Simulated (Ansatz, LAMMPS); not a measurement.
# Glassy 83P2O5-17Al2O3 (mol %) (80 atoms) under strain, part 2 of 3

Aim: relax glassy 83P2O5-17Al2O3 (mol %) (80 atoms), then change its volume and shape to read moduli from the stress.

Ansatz 0.2.0; Kohn-Sham DFT, PBE, PAW (set soft_2), plane waves.

The cell: 20 P, 4 Al and 56 O. The quench rate of 6 K/ps far exceeds what a furnace or splat quench reaches. The starting topology of bonds comes from the classical model. Sampling is at Γ alone.

So far. Step 2 (Single point at the start): The r.m.s. force at the start is 1.6 eV/Å. Step 3 (Cell and atoms relaxed): The relaxation converged after 32 steps, with a largest force component of 0.019 eV/Å.

## (4) Single point at the relaxed geometry

The electronic structure is read at the final geometry, in a run of its own.

File input.yaml:

```yaml
crystal:
  lattice:
    - [10.39392, -0.06139, 0.31455]
    - [-0.06139, 9.967, 0.04967]
    - [0.31455, 0.04967, 10.33564]
  atoms:
    - { symbol: P, position: [0.41991, 0.93954, 0.88355] }
    - { symbol: P, position: [0.16039, 0.86691, 0.02009] }
    - { symbol: P, position: [0.04467, 0.0194, 0.6854] }
    - { symbol: P, position: [0.73237, 0.69143, 0.21906] }
    - { symbol: P, position: [0.19698, 0.2332, 0.54212] }
    - { symbol: P, position: [0.60065, 0.17575, 0.26035] }
    [... 68 atom lines left out ...]
    - { symbol: O, position: [0.27982, 0.47519, 0.92336] }
    - { symbol: O, position: [0.80581, 0.39338, 0.04716] }
    - { symbol: O, position: [0.67282, 0.95893, 0.45801] }
    - { symbol: O, position: [0.39625, 0.8364, 0.77616] }
    - { symbol: O, position: [0.68025, 0.79707, 0.13508] }
    - { symbol: O, position: [0.30133, 0.19021, 0.64085] }
kpoints:
  mp_grid: { grid: [1, 1, 1] }
hamiltonian:
  xc: pbe
scf:
  occupations: { method: fixed }
output:
  forces: true
  stress: true
  populations: true
  dos:
    method: { smearing: { sigma: 0.1 } }
    de: 0.1
    projected: { site_lists: { Al: [Al], O: [O], P: [P] } }
  eigenvalues: true
  write_density: true
  write_potential: true
  volumetric_format: npy
  elf: true
```

Started as:

```console
> ansatz run input.yaml --threads 4 --pin off --max-ram 8192MiB --backend cpu --events-out ev --progress --plain --runs-dir out
```

Numbers of over 12 decimals in the logs are rounded to 6 here.

Log:

```text
[...]
Crystal: 80 atoms, lattice volume = 1069.680 Å³
Basis set: ecut = 420 eV, 20891 PW (Γ), exchange–correlation on 144×144×144 points (8 copies of the dense FFT grid, shifted against one another)
Bands: 304, of which v1, the nominal top of the filled ones, is band 224 counted from 1 (223 counted from 0)
Symmetry: 1 space group operations
[...]
k-points: 1
[...]
SCF iter   1: F=—  HF=-49069.576969 eV  |F-HF|=—  |Δ(HF+E_count)|=         —  Δρ=3.25e-3  dr2=1.09e-1  ethr=1.77e-3  ⟨swp⟩=6.0  Hψ=1238  notcnv=0  defer=78
[...]
SCF iter   9: F=-49069.582391 eV  HF=-49069.582391 eV  |F-HF|=1.67e-8  |Δ(HF+E_count)|=   1.56e-8  Δρ=2.35e-6  dr2=5.96e-8  ethr=2.23e-11  ⟨swp⟩=27.0  Hψ=3639  notcnv=0
SCF 1 converged in 9 iterations: F = -49069.582391 eV  dr2 = 5.96e-8
[...]
WARN: The input density's exchange-correlation potential varies sharply where the density is thin. Do not read a vacuum level from v_tot or v_xc, or from such a field of the output density. On a cell that repeats whose density bears no net charge and no dipole along the vacuum's axis use v_es (v_loc + v_h of the components); [...]
SCF converged after 9 iterations
Free energy (F): -49069.582391 eV
[...]
Internal energy: -49069.582391 eV  (E = F + TS)
E sigma→0 (E₀):  -49069.582391 eV
Fermi energy:    2.995640 eV
[...]
--- Forces (eV/Å), atoms counted from 1 ---
  atom   1  P      0.00404452     0.00891912     0.00660380
  atom   2  P      0.00199480    -0.00175832    -0.00375216
  atom   3  P      0.00897168     0.00066530    -0.01545080
  atom   4  P      0.00699140     0.00039459    -0.00370860
  atom   5  P     -0.00891360     0.00445111     0.00015547
  atom   6  P     -0.00733561    -0.00709211    -0.00588067
  atom   7  P      0.00057068     0.00877396     0.00826612
  atom   8  P      0.00871623     0.00966350     0.00341454
  atom   9  P      0.00721701     0.00817459    -0.00390112
  atom  10  P     -0.00325303    -0.00045860    -0.00329837
  atom  11  P      0.00369909     0.00595249     0.00247137
  atom  12  P     -0.00307676     0.00693978    -0.00491224
  atom  13  P     -0.01084563     0.00933148     0.00820213
  atom  14  P     -0.00248027     0.00206257    -0.00155202
[...]
atom  79  O      0.00194343    -0.00154587     0.00166716
  atom  80  O      0.01484495    -0.00919956     0.00618947
  max |Σ_I F_I| component: 7.71e-5 eV/Å
--- Stress (GPa, compression-positive) ---
        0.013698      -0.002175       0.008142
       -0.002184      -0.008160       0.004104
        0.008141       0.004109       0.005101
  P = ⅓ Tr σ = 0.0035 GPa (0.035 kbar)
--- Band table (eV) ---
[...]
--- Löwdin populations: 80 sites ---
  site symbol       q [e]
     0      P      2.7322
     1      P      2.8221
     2      P      2.8172
[...]
79      O      6.7159
  spilling = 0.017568 (of n_electrons = 448.000000)
```

The job ended after 15 s (4 threads of Intel Xeon Platinum 8259CL at 2.50GHz (Skylake/Cascade Lake), shared host; peak memory 1.3 GiB).

The program notes that the exchange-correlation potential is rough where the density is thin.

Read from the output:

```yaml
free_energy: -49069.5824 eV
free_energy_per_atom: -613.3698 eV/atom
scf_cycles: 9
pressure: 0.003546 GPa
r_m_s_force_component: 0.00527 eV/Å
longest_force: 0.02354 eV/Å
fermi_energy: 2.996 eV
spacing_of_highest_filled_and_lowest_empty_level: 3.781 eV
spilling_of_the_projection: 0.01757
```

Löwdin charges by element and coordination (they lack the spilled electrons, 0.098 e an atom on average):

| element | coordination | atoms | mean charge (e) | spread | least | most |
| --- | --- | --- | --- | --- | --- | --- |
| Al | all | 4 | 1.37 | 0.064 | 1.30 | 1.47 |
| Al | 4 | 1 | 1.47 | 0 | 1.47 | 1.47 |
| Al | 5 | 2 | 1.36 | 0.0015 | 1.35 | 1.36 |
| Al | 6 | 1 | 1.30 | 0 | 1.30 | 1.30 |
| O | all | 56 | -0.745 | 0.0339 | -0.827 | -0.695 |
| O | 1 | 11 | -0.769 | 0.0273 | -0.827 | -0.727 |
| O | 2 | 45 | -0.739 | 0.0326 | -0.818 | -0.695 |
| P | all | 20 | 2.20 | 0.0412 | 2.16 | 2.29 |
| P | 4 | 19 | 2.20 | 0.0422 | 2.16 | 2.29 |
| P | 5 | 1 | 2.19 | 0 | 2.19 | 2.19 |

Density of states as counts of states in windows of 1 eV (from the Fermi level), total and the larger projections:

| from (eV) | to (eV) | total | O p | P p | O s |
| --- | --- | --- | --- | --- | --- |
| -18 | -17 | 9.8 | 0.4 | 1.8 | 7.1 |
| -17 | -16 | 1.3 | 0.1 | 0.2 | 0.9 |
| -16 | -14 | 0.0 | 0.0 | 0.0 | 0.0 |
| -14 | -13 | 4.4 | 2.5 | 0.5 | 0.5 |
| -13 | -12 | 7.6 | 4.4 | 1.0 | 0.8 |
| -12 | -11 | 7.9 | 4.8 | 1.2 | 0.7 |
| -11 | -10 | 9.7 | 6.2 | 1.8 | 0.7 |
| -10 | -9 | 12.2 | 8.2 | 2.4 | 0.5 |
| -9 | -8 | 15.4 | 10.8 | 2.9 | 0.5 |
| -8 | -7 | 14.6 | 10.2 | 1.8 | 1.2 |
| -7 | -6 | 18.7 | 13.7 | 2.1 | 1.7 |
| -6 | -5 | 37.6 | 30.1 | 3.1 | 2.9 |
| -5 | -4 | 42.6 | 36.2 | 2.4 | 2.3 |
| -4 | -3 | 50.8 | 45.3 | 1.9 | 1.9 |
| -3 | -2 | 50.1 | 46.5 | 1.2 | 1.0 |
| -2 | -1 | 43.9 | 41.1 | 1.4 | 0.3 |
| -1 | 0 | 19.5 | 18.5 | 0.5 | 0.1 |
| 0 | 1 | 1.1 | 1.1 | 0.0 | 0.0 |
| 1 | 3 | 0.0 | 0.0 | 0.0 | 0.0 |
| 3 | 4 | 2.0 | 0.2 | 0.1 | 0.5 |
| 4 | 5 | 3.7 | 0.6 | 0.6 | 0.7 |

With fixed occupations the program's Fermi level is the highest filled level; weight inside the gap is the broadening of levels at its edges.

Between -24 and -18 eV lie 101 more states.

The levels nearest the highest filled one (over half full), pooled over k-points and spins:

| level less the highest filled one (eV) | occupation |
| --- | --- |
| -0.777 | 2 |
| -0.756 | 2 |
| -0.718 | 2 |
| -0.666 | 2 |
| -0.224 | 2 |
| 0 | 2 |
| 3.78 | 0 |
| 4.64 | 0 |
| 4.92 | 0 |
| 5.44 | 0 |
| 5.46 | 0 |
| 5.64 | 0 |

Valence density in the bc plane at fractional x = 0.680, with atoms of P and Al and O within 0.2 Å of it. It is the smooth field of the valence electrons, not physical close to the nuclei.

Ten steps, logarithmic in the rise over the least value, from '_' (0.0 e/Å³) to '@' (6.8 e/Å³), each cell a mean:
```
--==++****--::____..::------::..______________..::::::::
--==**%%##++::______....::::..________________..::----::
--==**##**==::__________....__________________..::----::
----====--::..________________________________..::::::::
------::..______________________________________......::
==++==::..__________________________________________::--
####**--..____________........____________________..::++
##%%**==::..________..--==++==::..________....____..::++
++**++--::..........--++##%%##++::____....::::......::--
------::::::::......--**@@@@@@**--..__..::------::....::
--::......::::::....--++##%%##++::____..--======--------
**==::....::::......::--======::..__..::--======++**####
%%++--::------::..____........____..::--========**##@@@@
##==--==++**++==..______________..::++####**++==++##%%@@
==::--++%%@@%%**--..____________..==##@@@@##++----==++**
....::++%%@@%%**--..____________..==##@@%%##==::....::::
__..::==**##**==::..________....::--++****++--..________
....::--==++==--::::......::==++++====++++==--....______
::--====--------====--::::==##%%%%**++==++++++==::..__..
--==++==--::--==++++======++%%@@@@##++==**##%%##++::..::
======--::..::--==++++====++######++--==**%%@@@@**--::::
------::..__....--====--::==++==--::::::++##%%%%++--::::
..::::....______..--========--::..____..::==++==--::....
::--------..______::--======--..__________....::::......
```
Columns run along b (10.0 Å), rows up along c (10.3 Å). Atoms in or near the plane, at fractional coordinates: P at (0.43, 0.09), Al at (0.96, 0.04), Al at (0.13, 0.54), O at (0.70, 0.37), O at (0.19, 0.36), O at (0.47, 0.60), O at (0.96, 0.46), O at (0.80, 0.14).

ELF in the bc plane at fractional x = 0.680, with atoms of P and Al and O within 0.2 Å of it. It is the smooth field of the valence electrons, not physical close to the nuclei.

Ten even steps from '0' (0.00) to '9' (0.85), each cell a mean:
```
2799984000134541000000001110
2799997200134420000000012321
2689996200012200000000134321
2456653100000000000000133322
3321110000000000000000011112
7753000000000000000000000015
9996200000124431000000000158
9997200000368886200000000169
8985100001489899500000000026
2431001101487489610011110001
3200001110488899500013432345
9710001100257875100024436889
9821553100023320013444217966
9515999730000000169889637888
7227979972000000389779733799
2038868961000000169878610245
0026898620000132126996300000
1123565212101588643554210000
4555433466522798895147775101
6777523678744886796489898402
6876311567632798873487489612
4553100234300276531389899600
0110000012311232100168876200
0455530001245541000012211000
```
Columns run along b (10.0 Å), rows up along c (10.3 Å). Atoms in or near the plane, at fractional coordinates: P at (0.43, 0.09), Al at (0.96, 0.04), Al at (0.13, 0.54), O at (0.70, 0.37), O at (0.19, 0.36), O at (0.47, 0.60), O at (0.96, 0.46), O at (0.80, 0.14).

The highest filled and lowest empty levels differ by 3.78 eV (at Γ alone); a semilocal functional tends to put such gaps too low. In a disordered cell it changes from sample to sample, and tail or defect levels can set it. Mean Löwdin charges: Al +1.37, O -0.74, P +2.20 e (they miss 1.8 % of the electrons, so they add up to more than the cell's charge).

## (5) Volume -3 %

The relaxed cell is scaled evenly and the atoms are relaxed again; the stress at the end gives one point of P(V).

input.yaml, the sections that differ from step 4:

```yaml
crystal:
  lattice:
    - [10.28892, -0.06077, 0.31137]
    - [-0.06077, 9.86632, 0.04917]
    - [0.31137, 0.04917, 10.23123]
  atoms:
    [... the 80 atom lines of step 4 ...]
output:
  forces: true
  eigenvalues: true
  stress: true
relax:
  f_tol: 0.05
  max_steps: 70
# kpoints, hamiltonian, scf: as in step 4
```

Log:

```text
Warning: output.stress: scf.convergence.dr2_threshold = 1e-7 eV (the SCF's general default) is looser than the 8e-9 eV advised for a printed stress (1e-10 eV for each atom of the cell: 80). What an SCF threshold leaves in a stress goes as its square root, and in the free energy as the threshold itself, and one threshold admits the most on a small cell: [...]
[...]
Crystal: 80 atoms, lattice volume = 1037.590 Å³
Basis set: ecut = 420 eV, 20275 PW (Γ), exchange–correlation on 144×144×144 points (8 copies of the dense FFT grid, shifted against one another)
Bands: 304, of which v1, the nominal top of the filled ones, is band 224 counted from 1 (223 counted from 0)
Symmetry: 1 space group operations
[...]
k-points: 1
[...]
SCF iter   1: F=—  HF=-49069.047047 eV  |F-HF|=—  |Δ(HF+E_count)|=         —  Δρ=3.33e-3  dr2=1.09e-1  ethr=1.77e-3  ⟨swp⟩=7.0  Hψ=1240  notcnv=0  defer=78
[...]
SCF iter   6: F=-49069.056277 eV  HF=-49069.056282 eV  |F-HF|=5.22e-6  |Δ(HF+E_count)|=   3.85e-5  Δρ=3.97e-5  dr2=1.54e-5  ethr=1.40e-8  ⟨swp⟩=19.0  Hψ=2409  notcnv=0
SCF 1 converged in 6 iterations: F = -49069.056277 eV  dr2 = 1.54e-5
[...]
relax step   1: F+E_penalty+E_count = -49069.05627669 eV  Δ(F+E_penalty+E_count) = +0.000e0 eV  max|allowed force component| = 1.033e0 eV/Å  Δτ_max = 0.0000 Å  (6 SCF iters, dr2 threshold 6.25e-5 eV, accepted)
[...]
relax step   2: F+E_penalty+E_count = -49069.27576599 eV  Δ(F+E_penalty+E_count) = -2.195e-1 eV  max|allowed force component| = 4.872e-1 eV/Å  Δτ_max = 0.0430 Å  (5 SCF iters, dr2 threshold 6.67e-5 eV, accepted)
[...]
relax step   3: F+E_penalty+E_count = -49069.40079950 eV  Δ(F+E_penalty+E_count) = -1.250e-1 eV  max|allowed force component| = 1.200e-1 eV/Å  Δτ_max = 0.0563 Å  (6 SCF iters, dr2 threshold 1.48e-5 eV, accepted)
relax step   4: F+E_penalty+E_count = -49069.22629428 eV  Δ(F+E_penalty+E_count) = +1.745e-1 eV  max|allowed force component| = 7.979e-1 eV/Å  Δτ_max = 0.2000 Å  (10 SCF iters, rejected (line search))
relax step   5: F+E_penalty+E_count = -49069.43611636 eV  Δ(F+E_penalty+E_count) = -3.532e-2 eV  max|allowed force component| = 1.338e-1 eV/Å  Δτ_max = 0.0415 Å  (10 SCF iters, accepted)
relax step   6: F+E_penalty+E_count = -49069.45299237 eV  Δ(F+E_penalty+E_count) = -1.688e-2 eV  max|allowed force component| = 2.699e-1 eV/Å  Δτ_max = 0.0741 Å  (9 SCF iters, accepted)
relax step   7: F+E_penalty+E_count = -49069.44213392 eV  Δ(F+E_penalty+E_count) = +1.086e-2 eV  max|allowed force component| = 2.515e-1 eV/Å  Δτ_max = 0.1500 Å  (6 SCF iters, dr2 threshold 7.29e-5 eV, rejected (line search))
relax step   8: F+E_penalty+E_count = -49069.46867364 eV  Δ(F+E_penalty+E_count) = -1.568e-2 eV  max|allowed force component| = 9.164e-2 eV/Å  Δτ_max = 0.0726 Å  (9 SCF iters, accepted)
relax step   9: F+E_penalty+E_count = -49069.45896205 eV  Δ(F+E_penalty+E_count) = +9.712e-3 eV  max|allowed force component| = 1.896e-1 eV/Å  Δτ_max = 0.0750 Å  (9 SCF iters, rejected (line search))
[...]
relax step  10: F+E_penalty+E_count = -49069.47265153 eV  Δ(F+E_penalty+E_count) = -3.978e-3 eV  max|allowed force component| = 4.448e-2 eV/Å  Δτ_max = 0.0375 Å  (9 SCF iters, accepted)
SCF converged after 9 iterations
Free energy (F): -49069.472652 eV
[...]
Internal energy: -49069.472652 eV  (E = F + TS)
E sigma→0 (E₀):  -49069.472652 eV
Fermi energy:    3.241041 eV
[...]
--- Forces (eV/Å), atoms counted from 1 ---
  atom   1  P      0.00390202     0.01125199     0.00512400
  atom   2  P     -0.00082803    -0.01508070    -0.01227125
  atom   3  P     -0.00174825     0.01033751    -0.00302110
  atom   4  P     -0.00239988    -0.00401375    -0.00004638
  atom   5  P      0.00787349     0.00598431     0.01298527
  atom   6  P      0.00147976     0.01251749     0.00493423
  atom   7  P      0.00408670     0.01573327     0.01008140
  atom   8  P     -0.00346351     0.00488059     0.00713312
  atom   9  P      0.00417527     0.00739811     0.00125707
  atom  10  P     -0.00259855    -0.00275118    -0.00619411
  atom  11  P      0.00960015     0.00009086     0.00338696
  atom  12  P     -0.00130685    -0.01012113    -0.00695019
  atom  13  P      0.00809960    -0.00718985     0.00213471
  atom  14  P      0.00255587    -0.00505208     0.00264842
[...]
atom  79  O     -0.00267103    -0.00627116     0.00771555
  atom  80  O     -0.01051828     0.01063073    -0.00884380
  max |Σ_I F_I| component: 1.22e-5 eV/Å
--- Stress (GPa, compression-positive) ---
        1.250291       0.156815      -0.073399
        0.156810       1.077403      -0.013980
       -0.073401      -0.013975       1.082471
  P = ⅓ Tr σ = 1.1367 GPa (11.367 kbar)
--- Band table (eV) ---
[...]
--- Relaxed structure (10 steps of the walk, 7 accepted, 0 SCFs on fresh bases) ---
  F+E_penalty+E_count = -49069.47265153 eV   max|allowed force component| = 4.448e-2 eV/Å
  atoms:
    - { symbol: P, position: [0.417041, 0.941399, 0.881601] }
    - { symbol: P, position: [0.160825, 0.859741, 0.016750] }
    - { symbol: P, position: [0.043466, 0.025625, 0.688281] }
    - { symbol: P, position: [0.733514, 0.685844, 0.219352] }
[...]
- { symbol: O, position: [0.300438, 0.197887, 0.636874] }
```

Wall time 1.9 min (4 threads); peak memory 1.3 GiB; 6.5 min of CPU time.

The program notes that the SCF threshold is loose for the stress.

The relaxation converged after 10 steps, 0.416 eV below its start, with a largest force component of 0.044 eV/Å.

Volume -3 %: the energy stands 0.110 eV above that of the reference, at a pressure of 1.14 GPa.

## (6) Volume +3 %

The relaxed cell is scaled to another volume.

Input and log are left out; they have the form of those shown for this kind of step.

It took 2.1 min on 4 threads of Intel Xeon Platinum 8259CL at 2.50GHz (Skylake/Cascade Lake), shared host; peak memory 1.3 GiB; 7.7 min of CPU time.

The relaxation converged after 14 steps, 0.378 eV below its start, with a largest force component of 0.026 eV/Å.

Volume +3 %: the energy stands 0.0902 eV above that of the reference, at a pressure of -1.09 GPa.

## (7) Volume -6 %

The relaxed cell is scaled to another volume.

Input and log are left out; they have the form of those shown for this kind of step.

The job ended after 98 s (4 threads of Intel Xeon Platinum 8259CL at 2.50GHz (Skylake/Cascade Lake), shared host; peak memory 1.3 GiB).

The relaxation converged after 12 steps, 1.78 eV below its start, with a largest force component of 0.039 eV/Å.

Volume -6 %: the energy stands 0.451 eV above that of the reference, at a pressure of 2.33 GPa.

## (8) Volume +6 %

The relaxed cell is scaled to another volume.

Input and log are left out; they have the form of those shown for this kind of step.

Wall time 2 min (4 threads of Intel Xeon Platinum 8259CL at 2.50GHz (Skylake/Cascade Lake), shared host); peak memory 1.4 GiB.

The relaxation converged after 13 steps, 1.35 eV below its start, with a largest force component of 0.016 eV/Å.

Volume +6 %: the energy stands 0.433 eV above that of the reference, at a pressure of -2.34 GPa.

## (9) Volume -10 %

The relaxed cell is scaled to another volume.

Input and log are left out; they have the form of those shown for this kind of step.

The job ended after 96 s (4 threads of Intel Xeon Platinum 8259CL at 2.50GHz (Skylake/Cascade Lake), shared host; peak memory 1.3 GiB; 5.8 min of CPU time).

The relaxation converged after 12 steps, 5.37 eV below its start, with a largest force component of 0.025 eV/Å.

Volume -10 %: the energy stands 1.32 eV above that of the reference, at a pressure of 4.24 GPa.

[end of part 2 of 3]

[Logs are printed without paths, hosts, clocks, repeated set-up lines and the standing remarks that a program may print on its own settings, such as how far it seeks lower states.]

[Hosts, paths, dates, database ids (printed as entryN), source tags and the programs' standing remarks are cut or masked in the printed files.]
